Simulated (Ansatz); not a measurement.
# Bi (R-3m, 2 atoms in the cell): zone-centre modes under pressure, part 2 of 2

Aim: how do the optical modes of Bi (R-3m, 2 atoms in the cell) move with volume?

Ansatz 0.2.0; DFT PBEsol, scalar-relativistic, plane waves, PAW; PAW set soft_1.

So far. Step 3 (Tight relaxation): The largest force component left is 0.0097 meV/Å and the pressure is 0.000 GPa, within the tolerances set. The cell now holds 34.44 Å³/atom.

The database entry behind the starting cell lists a temperature near 78 K, so it need not match the best structure at ambient conditions.

## (4) Zone-centre response at rest

Phonons follow from the second derivative of the energy, found here by linear response.

The modes at rest are the reference of the series.

The input, input.yaml:

```yaml
crystal:
  lattice:
    - [2.2627717437, 1.3064118753, 3.8839034321]
    - [-2.2627717437, 1.3064118753, 3.8839034321]
    - [0.0, -2.6128237507, 3.8839034321]
  atoms:
    - { symbol: Bi, position: [0.2366794568, 0.2366794568, 0.2366794568] }
    - { symbol: Bi, position: [0.7633205432, 0.7633205432, 0.7633205432] }
kpoints:
  mp_grid: { grid: [12, 12, 12] }
hamiltonian:
  xc: pbesol
  pseudopotentials: { kind: paw, azcp: { folder: soft_1 }, xc_functional: pbe }
scf:
  occupations: { method: methfessel_paxton, width: 0.2 }
output:
  eigenvalues: true
phonons:
  method: dfpt
```

Run with:

```console
$ ansatz run input.yaml --threads 4 --pin off --max-ram 10240MiB --backend cpu --events-out ev --progress --plain --runs-dir out
```

Numbers of over 12 decimals in the logs are rounded to 6 here.

Output:

```text
[...]
Crystal: 2 atoms, lattice volume = 68.888 Å³
Basis set: ecut = 420 eV, 1333 PW (Γ), exchange–correlation on 64×64×64 points (8 copies of the dense FFT grid, shifted against one another)
Bands: 19, of which v1, the nominal top of the filled ones, is band 15 counted from 1 (14 counted from 0)
Symmetry: 12 space group operations
k-points: 476 of 1728 (irreducible under 2 space group operations, time reversal used)
[...]
SCF iter   1: F=—  HF=-24488.944567 eV  |F-HF|=—  |Δ(HF+E_count)|=         —  Δρ=1.12e-2  dr2=7.29e-2  ethr=3.10e-3  ⟨swp⟩=5.5  Hψ=43732  notcnv=0
[...]
SCF iter  10: F=-24488.931452 eV  HF=-24488.931452 eV  |F-HF|=3.64e-12  |Δ(HF+E_count)|=  7.28e-12  S|Δr|=    0.00e0  Δρ=6.74e-8  dr2=7.00e-12  ethr=1.00e-12  ⟨swp⟩=5.3  Hψ=35033  notcnv=0
SCF 1 converged in 10 iterations: F = -24488.931452 eV  dr2 = 7.00e-12
[...]
DFPT response loops at Γ: preconditioner auto → Kerker (q_TF=auto, 2.375 Å⁻¹) (partly filled bands, converged f_vac=0.000); β = 1.00, the filter's whole step (`scf.mixing.beta` (0.50) is not read by the response loops under this deck's `scf.mixing.preconditioner`; to damp them name `kerker` or `kerker_dos`, under which they read `scf.mixing.beta`, and type it under 1.00, their step now; both keys bind the ground state too); Broyden in place of MSR1
SCF converged after 10 iterations
[...]
Free energy (F): -24488.931452 eV
[...]
Internal energy: -24488.933009 eV  (E = F + TS)
E sigma→0 (E₀):  -24488.931841 eV
Entropy (-TS):   0.001556 eV (0.778 meV/atom)
Fermi energy:    9.872626 eV
[...]
--- Band table (eV; the first three rows and the last of 476) ---
  k-point 0: bands = [... 11 lower, 2.4711, 8.3742, 8.6428, 8.6428, 12.6113, 12.9299, 12.9299, 15.3799]
  k-point 1: bands = [... 11 lower, 2.3077, 8.4092, 8.6448, 8.6560, 12.4541, 12.5862, 12.7384, 15.0799]
  k-point 2: bands = [... 11 lower, 1.8594, 8.4775, 8.6564, 8.7159, 11.7801, 12.1388, 12.2659, 14.8447]
  k-point 475: bands = [... 11 lower, -0.2621, 9.0307, 9.3480, 9.3480, 10.4134, 10.4134, 10.4560, 17.0925]
--- Phonons (Γ-DFPT): 2 representative perturbations + reference, on 476 of 1728 k-points (Σ response iterations 6) ---
  k mesh reduced under 2 symmetry operations, with k and −k counted as one. Each operation leaves every solved perturbation unchanged. A smaller set is not used because it would not reduce the number of displacements times k-points to solve
  ASR residual: 2.061e-5 → 0.000e0 eV/Å²; symmetrization residual: 2.628e-5 eV/Å²
  ASR residual per site (eV/Å²): 2.06e-5 2.06e-5
  Γ frequencies (cm⁻¹): 0.00 0.00 0.00 65.25 65.25 99.19
  non-analytic LO–TO correction: not included (Born effective charges unavailable; polar crystals: no LO–TO splitting at Γ)
```

It took 2.1 min on 4 threads of Intel Xeon at 2.50GHz (Skylake/Cascade Lake), shared host; peak memory 1.8 GiB; 4.8 min of CPU time.

This step gave:

| Quantity | Value |
| --- | --- |
| sum-rule residual before enforcement | 2.06e-5 eV/Å² |
| point group | -3m |
| highest optical mode at the zone centre (no LO-TO term) | 99.19 cm⁻¹ |
| lowest optical zone-centre mode | 65.25 cm⁻¹ |

Patterns of degenerate modes are one choice out of their space. Modes at Γ:

```tsv
mode	frequency (cm⁻¹)	symmetry
1	0.0	acoustic
2	0.0	acoustic
3	0.0	acoustic
4	65.2	Eg
5	65.2	Eg
6	99.2	A1g
```

Displacements in mode 5 (65.2 cm⁻¹), the largest set to 1:
```
Bi1  0.00  1.00  0.00
Bi2  0.00 -1.00  0.00
```

Displacements in mode 6 (99.2 cm⁻¹), the largest set to 1:
```
Bi1  0.00  0.00 -1.00
Bi2  0.00  0.00  1.00
```

Before it was imposed, the acoustic sum rule was missed by 2.1e-5 eV/Å². Small misses are needed for a sound result but don't prove that mesh and cutoff are converged. The lowest optical mode is real, 65.2 cm⁻¹.

## (5) A member of the series: 1.06 times the volume at rest

The cell is set to 1.06 times the volume at rest, and shape and atoms relax at that volume.

input.yaml, the sections that differ from step 4:

```yaml
crystal:
  lattice:
    - [2.2930250917, 1.323878654, 4.0090194943]
    - [-2.2930250917, 1.323878654, 4.0090194943]
    - [0.0, -2.647757308, 4.0090194943]
  atoms:
    - { symbol: Bi, position: [0.2345552383, 0.2345552383, 0.2345552383] }
    - { symbol: Bi, position: [0.7654447617, 0.7654447617, 0.7654447617] }
output:
  forces: true
  stress: true
  eigenvalues: true
relax:
  adjacent_minimum: "off"
  f_tol: 0.001
  max_steps: 60
  cell: { stress_tol: 0.01, fix: [volume] }
# kpoints, hamiltonian, scf: as in step 4
# phonons: removed
```

Output:

```text
[...]
Crystal: 2 atoms, lattice volume = 73.021 Å³
Basis set: ecut = 420 eV, 1423 PW (Γ), exchange–correlation on 72×72×72 points (8 copies of the dense FFT grid, shifted against one another)
Bands: 19, of which v1, the nominal top of the filled ones, is band 15 counted from 1 (14 counted from 0)
Symmetry: 12 space group operations
[...]
k-points: 189 of 1728
[...]
k-point 188: bands = [... 11 lower, -0.7791, 8.1215, 8.4966, 8.4966, 9.7962, 9.8196, 9.8196, 15.8119]
--- Relaxed structure (5 steps of the walk, 5 accepted, 1 SCFs on fresh bases) ---
[...]
cell:  # Å, volume = 73.0208 Å³
    - [2.284457, 1.318932, 4.039149]
    - [-2.284457, 1.318932, 4.039149]
    - [0, -2.637863, 4.039149]
  atoms:
    - { symbol: Bi, position: [0.233437, 0.233437, 0.233437] }
    - { symbol: Bi, position: [0.766563, 0.766563, 0.766563] }
[key lines of the parts left out:]
SCF converged after 7 iterations
Free energy (F): -24488.906425 eV
Fermi energy:    9.009400 eV
P = ⅓ Tr σ = -1.7758 GPa (-17.758 kbar)
```

The job ended after 53 s (4 threads; peak memory 0.56 GiB; 2.5 min of CPU time).

The steps of the relaxation:

```tsv
step	energy less that of the first step (eV)	largest force component (eV/Å)	pressure (GPa)	volume (Å³)
1	0.0000	0.0800	-2.08	73.02
2	-0.0009	0.0178	-1.83	73.02
3	-0.0012	0.0020	-1.83	73.02
4	-0.0012	0.0168	-1.71	73.02
5	-0.0013	0.0006	-1.78	73.02
6*	-0.0013	0.0006	-1.78	73.02
```

Relaxation steps marked * repeat the geometry before them on a plane-wave basis chosen anew for their cell, so energy and pressure can jump there.

Forces are held to the 12 operations that the run works with; a distortion that breaks them can't arise in this run.

```tsv
conventional cell, symmetrised	before	after	change
a (Å)	4.586	4.569	-0.4 %
b (Å)	4.586	4.569	-0.4 %
c (Å)	12.027	12.117	+0.8 %
volume (Å³/atom)	36.51	36.51	+0.0 %
```

The atoms that moved most (Å, as changes of fractional coordinates times the final cell):

```tsv
atom	dx	dy	dz	length
Bi1	0.000	0.000	-0.014	0.014
Bi2	0.000	0.000	0.014	0.014
```

Final coordinates:

```xyz
2
Lattice="2.2845 1.3189 4.0391 -2.2845 1.3189 4.0391 0.0000 -2.6379 4.0391" Properties=species:S:1:pos:R:3 pbc="T T T"
Bi    0.0000    0.0000    2.8287
Bi    0.0000    0.0000    9.2888
```

Numbers from this step:

- pressure: -1.776 GPa
- volume per atom: 36.51 Å³

The largest force component left is 0.59 meV/Å, at a pressure of -1.78 GPa.

## (6) Modes of this member: 1.06 times the volume at rest

The zone-centre modes follow for 1.06 times the volume at rest.

input.yaml, the sections that differ from step 5:

```yaml
crystal:
  lattice:
    - [2.284456716, 1.3189317, 4.0391493761]
    - [-2.284456716, 1.3189317, 4.0391493761]
    - [0.0, -2.6378633999, 4.0391493761]
  atoms:
    - { symbol: Bi, position: [0.2334373849, 0.2334373849, 0.2334373849] }
    - { symbol: Bi, position: [0.7665626151, 0.7665626151, 0.7665626151] }
output:
  eigenvalues: true
phonons:
  method: dfpt
# kpoints, hamiltonian, scf: as in step 5
# relax: removed
```

Output:

```text
[...]
Crystal: 2 atoms, lattice volume = 73.021 Å³
Basis set: ecut = 420 eV, 1429 PW (Γ), exchange–correlation on 72×72×72 points (8 copies of the dense FFT grid, shifted against one another)
Bands: 19, of which v1, the nominal top of the filled ones, is band 15 counted from 1 (14 counted from 0)
Symmetry: 12 space group operations
k-points: 476 of 1728 (irreducible under 2 space group operations, time reversal used)
[...]
SCF iter   1: F=—  HF=-24488.920889 eV  |F-HF|=—  |Δ(HF+E_count)|=         —  Δρ=1.14e-2  dr2=8.09e-2  ethr=3.10e-3  ⟨swp⟩=5.5  Hψ=43725  notcnv=0
[...]
SCF iter  11: F=-24488.906425 eV  HF=-24488.906425 eV  |F-HF|=0.00e0  |Δ(HF+E_count)|=  3.64e-12  S|Δr|=    0.00e0  Δρ=5.55e-8  dr2=5.81e-12  ethr=1.00e-12  ⟨swp⟩=5.1  Hψ=34878  notcnv=0
SCF 1 converged in 11 iterations: F = -24488.906425 eV  dr2 = 5.81e-12
[...]
SCF converged after 11 iterations
[...]
Free energy (F): -24488.906425 eV
[...]
Internal energy: -24488.907734 eV  (E = F + TS)
E sigma→0 (E₀):  -24488.906752 eV
Entropy (-TS):   0.001309 eV (0.655 meV/atom)
Fermi energy:    9.009400 eV
[...]
--- Band table (eV; the first three rows and the last of 476) ---
  k-point 0: bands = [... 11 lower, 1.4220, 7.5500, 7.9333, 7.9333, 11.4442, 11.9121, 11.9121, 14.6354]
  k-point 1: bands = [... 11 lower, 1.2862, 7.5868, 7.9081, 7.9229, 11.3616, 11.5768, 11.7649, 14.3419]
  k-point 2: bands = [... 11 lower, 0.9070, 7.6461, 7.8959, 7.8991, 10.7847, 11.2046, 11.3891, 14.0593]
  k-point 475: bands = [... 11 lower, -0.7791, 8.1215, 8.4966, 8.4966, 9.7962, 9.8196, 9.8196, 15.8119]
[...]
ASR residual: 1.373e-5 → 0.000e0 eV/Å²; symmetrization residual: 9.979e-6 eV/Å²
  ASR residual per site (eV/Å²): 1.37e-5 1.37e-5
  Γ frequencies (cm⁻¹): 0.00 0.00 0.00 71.90 71.90 101.30
[...]
```

Wall time 2.3 min (4 threads); peak memory 1.9 GiB.

This step gave:

```
sum-rule residual before enforcement                    : 1.37e-5 eV/Å²
highest optical mode at the zone centre (no LO-TO term) : 101.3 cm⁻¹
lowest optical zone-centre mode                         : 71.9 cm⁻¹
```

Patterns of degenerate modes are one choice out of their space. Modes at Γ:

```tsv
mode	frequency (cm⁻¹)	symmetry
1	0.0	acoustic
2	0.0	acoustic
3	0.0	acoustic
4	71.9	Eg
5	71.9	Eg
6	101.3	A1g
```

The lowest optical mode is real, 71.9 cm⁻¹, and the highest lies at 101.3 cm⁻¹.

Between step 4 and this run (volume ratio 1.06) the value for the highest optical mode at the zone centre (no LO-TO term) moves from 99.2 cm⁻¹ to 101 cm⁻¹ (+2 %).

## (7) Relaxation of a member: 0.9 times the volume at rest

The cell is set to 0.9 times the volume at rest, and shape and atoms relax at that volume.

input.yaml, the sections that differ from step 6:

```yaml
crystal:
  lattice:
    - [2.2043012066, 1.272653895, 3.6834141288]
    - [-2.2043012066, 1.272653895, 3.6834141288]
    - [0.0, -2.54530779, 3.6834141288]
  atoms:
    - { symbol: Bi, position: [0.240649532, 0.240649532, 0.240649532] }
    - { symbol: Bi, position: [0.759350468, 0.759350468, 0.759350468] }
output:
  forces: true
  stress: true
  eigenvalues: true
relax:
  adjacent_minimum: "off"
  f_tol: 0.001
  max_steps: 60
  cell: { stress_tol: 0.01, fix: [volume] }
# kpoints, hamiltonian, scf: as in step 6
# phonons: removed
```

Output:

```text
[...]
Crystal: 2 atoms, lattice volume = 61.999 Å³
Basis set: ecut = 420 eV, 1243 PW (Γ), exchange–correlation on 60×60×60 points (8 copies of the dense FFT grid, shifted against one another)
Bands: 19, of which v1, the nominal top of the filled ones, is band 15 counted from 1 (14 counted from 0)
Symmetry: 12 space group operations
[...]
k-points: 189 of 1728
[...]
k-point 188: bands = [... 11 lower, 0.7670, 10.8860, 11.0326, 11.0326, 11.7034, 11.7034, 11.8410, 19.5290]
--- Relaxed structure (4 steps of the walk, 4 accepted, 1 SCFs on fresh bases) ---
[...]
cell:  # Å, volume = 61.9988 Å³
    - [2.207719, 1.274627, 3.672020]
    - [-2.207719, 1.274627, 3.672020]
    - [0, -2.549254, 3.672020]
  atoms:
    - { symbol: Bi, position: [0.241636, 0.241636, 0.241636] }
    - { symbol: Bi, position: [0.758364, 0.758364, 0.758364] }
[key lines of the parts left out:]
SCF converged after 6 iterations
Free energy (F): -24488.825038 eV
Fermi energy:    11.598957 eV
P = ⅓ Tr σ = 5.5913 GPa (55.913 kbar)
```

Wall time 42 s (4 threads); peak memory 0.52 GiB; 1.9 min of CPU time.

Relaxation path:

```tsv
step	energy less that of the first step (eV)	largest force component (eV/Å)	pressure (GPa)	volume (Å³)
1	0.0000	0.0715	5.78	62.00
2	-0.0007	0.0085	5.58	62.00
3	-0.0008	0.0011	5.59	62.00
4	-0.0008	0.0006	5.59	62.00
5*	-0.0008	0.0006	5.59	62.00
```

Relaxation steps marked * repeat the geometry before them on a plane-wave basis chosen anew for their cell, so energy and pressure can jump there.

Forces are held to the 12 operations that the run works with; a distortion that breaks them can't arise in this run.

```tsv
conventional cell, symmetrised	before	after	change
a (Å)	4.409	4.415	+0.2 %
b (Å)	4.409	4.415	+0.2 %
c (Å)	11.050	11.016	-0.3 %
volume (Å³/atom)	31.00	31.00	-0.0 %
```

The atoms that moved most (Å, as changes of fractional coordinates times the final cell):

```tsv
atom	dx	dy	dz	length
Bi1	0.000	0.000	0.011	0.011
Bi2	0.000	0.000	-0.011	0.011
```

Final coordinates:

```cif
data_structure
_symmetry_space_group_name_H-M 'P 1'
_symmetry_Int_Tables_number 1
_cell_length_a 4.4702
_cell_length_b 4.4702
_cell_length_c 4.4702
_cell_angle_alpha 59.192
_cell_angle_beta 59.192
_cell_angle_gamma 59.192
_cell_volume 62.00
loop_
_atom_site_label
_atom_site_type_symbol
_atom_site_fract_x
_atom_site_fract_y
_atom_site_fract_z
_atom_site_occupancy
Bi1 Bi 0.24164 0.24164 0.24164 1
Bi2 Bi 0.75836 0.75836 0.75836 1
```

This step gave:

```
pressure        : 5.591 GPa
volume per atom : 31.00 Å³
```

The largest force component left is 0.56 meV/Å, at a pressure of 5.59 GPa.

## (8) Modes of this member: 0.9 times the volume at rest

The zone-centre modes follow for 0.9 times the volume at rest.

input.yaml, the sections that differ from step 7:

```yaml
crystal:
  lattice:
    - [2.2077186109, 1.2746269343, 3.6720195853]
    - [-2.2077186109, 1.2746269343, 3.6720195853]
    - [0.0, -2.5492538686, 3.6720195853]
  atoms:
    - { symbol: Bi, position: [0.2416364331, 0.2416364331, 0.2416364331] }
    - { symbol: Bi, position: [0.7583635669, 0.7583635669, 0.7583635669] }
output:
  eigenvalues: true
phonons:
  method: dfpt
# kpoints, hamiltonian, scf: as in step 7
# relax: removed
```

Output:

```text
[...]
Crystal: 2 atoms, lattice volume = 61.999 Å³
Basis set: ecut = 420 eV, 1243 PW (Γ), exchange–correlation on 60×60×60 points (8 copies of the dense FFT grid, shifted against one another)
Bands: 19, of which v1, the nominal top of the filled ones, is band 15 counted from 1 (14 counted from 0)
Symmetry: 12 space group operations
k-points: 476 of 1728 (irreducible under 2 space group operations, time reversal used)
[...]
k-point 1: bands = [... 11 lower, 4.3539, 9.9859, 10.0865, 10.1496, 14.4753, 14.5601, 14.6446, 16.5715]
  k-point 2: bands = [... 11 lower, 3.7456, 10.0633, 10.1420, 10.3400, 13.6927, 13.9805, 14.0355, 16.3926]
  k-point 475: bands = [... 11 lower, 0.7670, 10.8860, 11.0326, 11.0326, 11.7034, 11.7034, 11.8410, 19.5290]
[...]
ASR residual: 3.749e-5 → 0.000e0 eV/Å²; symmetrization residual: 1.910e-5 eV/Å²
  ASR residual per site (eV/Å²): 3.75e-5 3.75e-5
  Γ frequencies (cm⁻¹): 0.00 0.00 0.00 50.72 50.72 90.27
[...]
[key lines of the parts left out:]
SCF converged after 9 iterations
Free energy (F): -24488.825038 eV
Fermi energy:    11.598957 eV
```

It took 2 min on 4 threads; peak memory 1.7 GiB; 5.3 min of CPU time.

Numbers from this step:

```yaml
sum_rule_residual_before_enforcement: 3.75e-5 eV/Å²
highest_optical_mode_at_the_zone_centre_no_lo_to_term: 90.27 cm⁻¹
lowest_optical_zone_centre_mode: 50.72 cm⁻¹
```

Patterns of degenerate modes are one choice out of their space. Modes at Γ:

```tsv
mode	frequency (cm⁻¹)	symmetry
1	0.0	acoustic
2	0.0	acoustic
3	0.0	acoustic
4	50.7	Eg
5	50.7	Eg
6	90.3	A1g
```

Displacements in mode 5 (50.7 cm⁻¹), the largest set to 1:
```
Bi1  0.00 -1.00  0.00
Bi2  0.00  1.00  0.00
```

Displacements in mode 6 (90.3 cm⁻¹), the largest set to 1:
```
Bi1  0.00  0.00  1.00
Bi2  0.00  0.00 -1.00
```

The lowest optical mode is real, 50.7 cm⁻¹, and the highest lies at 90.3 cm⁻¹.

Between step 4 and this run (volume ratio 0.9) the value for the highest optical mode at the zone centre (no LO-TO term) moves from 99.2 cm⁻¹ to 90.3 cm⁻¹ (-9 %).

## (9) The series together

The members are set side by side, also those not shown above.

Each row is one cell with its response, relaxed at fixed volume as far as symmetry leaves anything free; energies are extrapolated to zero smearing, and E0 is that at rest; shape and atoms are relaxed in each cell where symmetry leaves them free; all runs use 12×12×12 k points and Methfessel-Paxton smearing of 0.2 eV. State of the crystal along the series:

```tsv
volume ratio	V (Å³/atom)	pressure (GPa)	E - E0 (meV/atom)	first cell vector (Å)	third cell vector (Å)
0.9	31	5.591	53.18	4.47	4.47
0.92	31.69	4.151	32.29	4.51	4.51
0.94	32.38	2.888	17.22	4.552	4.552
0.96	33.07	1.784	7.249	4.594	4.594
0.98	33.76	0.8252	1.71	4.637	4.637
0.99	34.1	0.3965	0.4121	4.659	4.659
1	34.44	3.54e-4	0	4.681	4.681
1.02	35.13	-0.7018	1.562	4.727	4.727
1.04	35.82	-1.293	5.893	4.774	4.774
1.06	36.51	-1.776	12.54	4.824	4.824
```

Each mode is tracked from rest by its pattern, and modes that stay within 0.3 cm⁻¹ of each other stand once; shape and atoms are relaxed in each cell where symmetry leaves them free; all runs use 12×12×12 k points and Methfessel-Paxton smearing of 0.2 eV. Optical modes along the series:

```tsv
V (Å³/atom)	mode 4 Eg (cm⁻¹)	mode 6 A1g (cm⁻¹)
31	50.72	90.27
31.69	55.66	93.9
32.38	59.31	96.36
33.07	61.79	97.89
33.76	63.6	98.7
34.1	64.41	98.96
34.44	65.25	99.19
35.13	67.07	99.72
35.82	69.2	100.4
36.51	71.9	101.3
```

From cubic fits (parabolas where under five rows exist) of ln ω and P against ln V through the rows within about 4 % of rest: γ = −d ln ω / d ln V and dω/dP = γ ω / B. Slopes at rest:

```tsv
mode	fitted frequency at rest (cm⁻¹)	Grüneisen parameter γ	dω/dP (cm⁻¹/GPa)
mode 4 Eg	65.3	-1.3	-2.23
mode 6 A1g	99.2	-0.24	-0.62
```

## (10) What came out

| Quantity | Value |
| --- | --- |
| members | 10 |
| highest optical mode at the zone centre (no LO-TO term), at rest | 99.19 cm⁻¹ |
| bulk modulus at rest | 38.1 GPa |
| mode 4 Eg, γ | -1.30 |
| mode 6 A1g, γ | -0.24 |

In words: The series spans -1.8 to 5.6 GPa, and the slope at rest gives a bulk modulus of 38 GPa. Among the modes in the table of slopes γ runs from -1.30 (mode 4 Eg) to -0.24 (mode 6 A1g). A negative γ means that the mode softens under pressure. One k mesh and one cutoff serve the ground states and modes of all volumes. These are harmonic frequencies at zero temperature: anharmonic shifts, linewidths and thermal expansion are left out. Spin-orbit coupling is left out, which can matter for the heavy elements here. With no gap, or one that is small against the smearing, the frequencies hang on the k mesh and the smearing, most of all near Kohn anomalies. The PAW files were made for PBE; the program adapts parts of them to the functional of the run, but their partial waves stay those of PBE, an approximation that was not tested in this session. Only the zone centre was solved, so an instability at another wavevector cannot show here.

Calculation against experiment:

```
              quantity  measured  PBEsol, PAW; PAW set soft_1
 Raman mode, Eg (cm⁻¹)        71                  65 (-8.1 %)
Raman mode, A1g (cm⁻¹)        98                  99 (+1.2 %)
```

Measured values from arxiv:2211.07681 (2022).

**Verdict.** The Raman mode is off by -8.1 %: a clear miss. The Raman mode is off by +1.2 %: good agreement. The grades are ours: good and fair within 3 and 7 % for the Raman mode. For Raman mode the calculation has a static lattice, without zero-point motion or thermal expansion.

[Logs are printed without paths, hosts, clocks, repeated set-up lines and the standing remarks that a program may print on its own settings, such as how far it seeks lower states.]

[Hosts, paths, dates, database ids (printed as entryN), source tags and the programs' standing remarks are cut or masked in the printed files.]
